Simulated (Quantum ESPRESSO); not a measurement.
# BaZrO3 (Pm-3m): modes at Γ and the response to a field, part 3 of 3

Aim: the zone-centre modes of BaZrO3 (Pm-3m).

Quantum ESPRESSO 7.5; DFT LDA, scalar-relativistic, plane waves, PseudoDojo norm-conserving pseudopotentials.

So far. Step 5 (Zone-centre response): The acoustic modes at Γ come out as far as 2.4 cm⁻¹ from zero, where they should vanish, a small numerical error; the Born charges miss their sum rule by 6.4e-4 e, which is good. Step 6 (Zone-centre analysis): The rule moves no optical mode by more than 0.2 cm⁻¹. The relaxed cell has a = 4.150 Å (conventional setting).

## (7) Sum rules set otherwise: a sum rule for molecules or wires on a crystal (continued)

Zone-centre frequencies as printed; negative means imaginary. Modes:

| mode | frequency (cm⁻¹) |
| --- | --- |
| 1 | 0 |
| 2 | 0 |
| 3 | 0 |
| 4 | 0 |
| 5 | 0 |
| 6 | 0 |
| 7 | 97.62 |
| 8 | 128 |
| 9 | 128 |
| 10 | 194.8 |
| 11 | 220.8 |
| 12 | 220.8 |
| 13 | 476.9 |
| 14 | 476.9 |
| 15 | 524.5 |

## (8) Sum rules set otherwise (asr no)

Without the rule the raw error of the acoustic modes shows.

dynmat.in

```
&input
   fildyn = 'g.dyn'
   asr = 'no'
   fileig = 'dynmat.eig'
   lperm = .true.
/
```

Launch:

```
> dynmat.x -in dynmat.in > dynmat.out
```

The log of the run:

```text
[banner, memory and clock lines left out]
Program DYNMAT v.7.5

     Reading Dynamical Matrix from file g.dyn
     ...Force constants read
     ...epsilon and Z* read
     A direction for q was not specified:TO-LO splitting will be absent

     Polarizability (A^3 units)
     multiply by 0.435174 for Clausius-Mossotti correction
        22.141065    0.000000    0.000000
         0.000000   22.141065    0.000000
         0.000000    0.000000   22.141065

     IR activities are in (D/A)^2/amu units

# mode   [cm-1]    [THz]      IR
    1     -2.40   -0.0719    0.0000
    2     -2.40   -0.0719    0.0000
    3     -2.40   -0.0719    0.0000
    4     97.52    2.9235   12.7825
    5     97.52    2.9235   12.7825
    6     97.52    2.9235   12.7825
    7    172.95    5.1849    0.0000
    8    172.95    5.1849    0.0000
    9    172.95    5.1849    0.0000
   10    194.72    5.8377   20.8079
   11    194.72    5.8377   20.8079
   12    194.72    5.8377   20.8079
   13    524.50   15.7242   22.1056
   14    524.50   15.7242   22.1056
   15    524.50   15.7242   22.1056

Electronic dielectric permittivity tensor (relative, adimensional)
         4.893794    0.000000    0.000000
         0.000000    4.893794    0.000000
         0.000000    0.000000    4.893794

 ... with zone-center polar mode contributions
        63.791806    0.000000    0.000000
         0.000000   63.791806   -0.000000
         0.000000   -0.000000   63.791806

[end of the log left out, with the tail of the file of modes that dynmat.x writes under the same name]
```

It took 0.71 s on 1 thread of AMD EPYC 7R43, shared host.

Numbers from this step:

| Quantity | Value |
| --- | --- |
| lowest optical zone-centre mode | 97.52 cm⁻¹ |
| mean static dielectric constant | 63.79 |

Zone-centre frequencies as printed; negative means imaginary. Modes:

| mode | frequency (cm⁻¹) |
| --- | --- |
| 1 | -2.4 |
| 2 | -2.4 |
| 3 | -2.4 |
| 4 | 97.52 |
| 5 | 97.52 |
| 6 | 97.52 |
| 7 | 172.9 |
| 8 | 172.9 |
| 9 | 172.9 |
| 10 | 194.7 |
| 11 | 194.7 |
| 12 | 194.7 |
| 13 | 524.5 |
| 14 | 524.5 |
| 15 | 524.5 |

Against the first rule no mode moves by more than 2.5 cm⁻¹.

## (9) Modes along a direction of q (1 0 0)

A longitudinal polar mode sets up a macroscopic field that stiffens it; the term hangs on the direction from which q goes to zero.

dynmat.in

```
&input
   fildyn = 'g.dyn'
   asr = 'simple'
   fileig = 'dynmat.eig'
   q(1) = 1.0
   q(2) = 0.0
   q(3) = 0.0
/
```

Launch:

```
> dynmat.x -in dynmat.in > dynmat.out
```

The log of the run:

```text
[banner, memory and clock lines left out]
Program DYNMAT v.7.5

     Reading Dynamical Matrix from file g.dyn
     ...Force constants read
     ...epsilon and Z* read

     Polarizability (A^3 units)
     multiply by 0.435174 for Clausius-Mossotti correction
        22.141065    0.000000    0.000000
         0.000000   22.141065    0.000000
         0.000000    0.000000   22.141065

     IR activities are in (D/A)^2/amu units

# mode   [cm-1]    [THz]      IR
    1     -0.00   -0.0000    0.0000
    2     -0.00   -0.0000    0.0000
    3      0.00    0.0000    0.0000
    4     97.63    2.9268   12.7586
    5     97.63    2.9268   12.7586
    6    137.78    4.1307    0.1337
    7    173.09    5.1890    0.0000
    8    173.09    5.1890    0.0000
    9    173.09    5.1890    0.0000
   10    194.76    5.8388   20.8311
   11    194.76    5.8388   20.8311
   12    365.66   10.9623    6.3952
   13    524.54   15.7252   22.1037
   14    524.54   15.7252   22.1037
   15    713.86   21.4009   49.1645

[end of the log left out, with the tail of the file of modes that dynmat.x writes under the same name]
```

It took 0.7 s on 1 thread.

Read from the output:

```
highest mode moved by the LO-TO term : 713.9 cm⁻¹
```

Zone-centre frequencies as printed; negative means imaginary. Modes:

| mode | frequency (cm⁻¹) |
| --- | --- |
| 1 | 0 |
| 2 | 0 |
| 3 | 0 |
| 4 | 97.63 |
| 5 | 97.63 |
| 6 | 137.8 |
| 7 | 173.1 |
| 8 | 173.1 |
| 9 | 173.1 |
| 10 | 194.8 |
| 11 | 194.8 |
| 12 | 365.7 |
| 13 | 524.5 |
| 14 | 524.5 |
| 15 | 713.9 |

The field moves 3 modes; the highest of them now lies at 714 cm⁻¹, where the highest that moved away lay at 524.

## (10) What came out

- space group after relaxation: Pm-3m
- volume per atom: 14.3 Å³
- gap on the k-mesh: 3.17 eV
- highest optical zone-centre mode (no LO-TO term): 524.5 cm⁻¹
- lowest optical zone-centre mode: 97.6 cm⁻¹
- highest mode moved by the LO-TO term: 713.9 cm⁻¹
- mean high-frequency dielectric constant: 4.89
- largest Born charge in size (third of the trace): 6.11 e
- mean static dielectric constant: 63.6
- imaginary optical modes at the zone centre (no q mesh in this session): none

At the LDA level the optical modes of BaZrO3 (Pm-3m) at the zone centre (no LO-TO term) run from 98 to 525 cm⁻¹. Along the directions run, the highest mode that the macroscopic field moves lies at 714 cm⁻¹. Lattice motion raises the mean dielectric constant from 4.894 to 63.64. Of the 12 optical modes, 9 are infrared active alone and 3 are silent. These are harmonic frequencies at zero temperature: anharmonic shifts and linewidths and thermal expansion are left out. Spin-orbit coupling is left out, which can matter for the heavy elements here. The published file for Ba has no f projectors, which tends to make oxide cells too large.

Calculation against experiment:

```
                                       quantity  measured  LDA PseudoDojo norm-conserving, Quantum ESPRESSO
                         lattice constant a (Å)    4.1947                                    4.150 (-1.1 %)
static dielectric constant (mean of the tensor)        36                                   63.64 (+76.8 %)
```

Measured values from pmc:9457899 (2022) and arxiv:1312.3131 (2013).

**Verdict.** The lattice constant a is off by -1.1 %: fair agreement. The static dielectric constant is off by +76.8 %. The grades are ours: good and fair within 0.7 and 1.5 % for the lattice constant a and 10 and 25 % for the static dielectric constant. Zero-point motion and thermal expansion (measured at up to 300 K) are not in the computed lattice constants and static dielectric constant.

[Host names and launcher messages were left out of these logs when they were recorded.]

[Logs are printed without paths, hosts, clocks, repeated set-up lines and the standing remarks that a program may print on its own settings, such as how far it seeks lower states.]

[Hosts, paths, dates, database ids (printed as entryN), source tags and the programs' standing remarks are cut or masked in the printed files.]
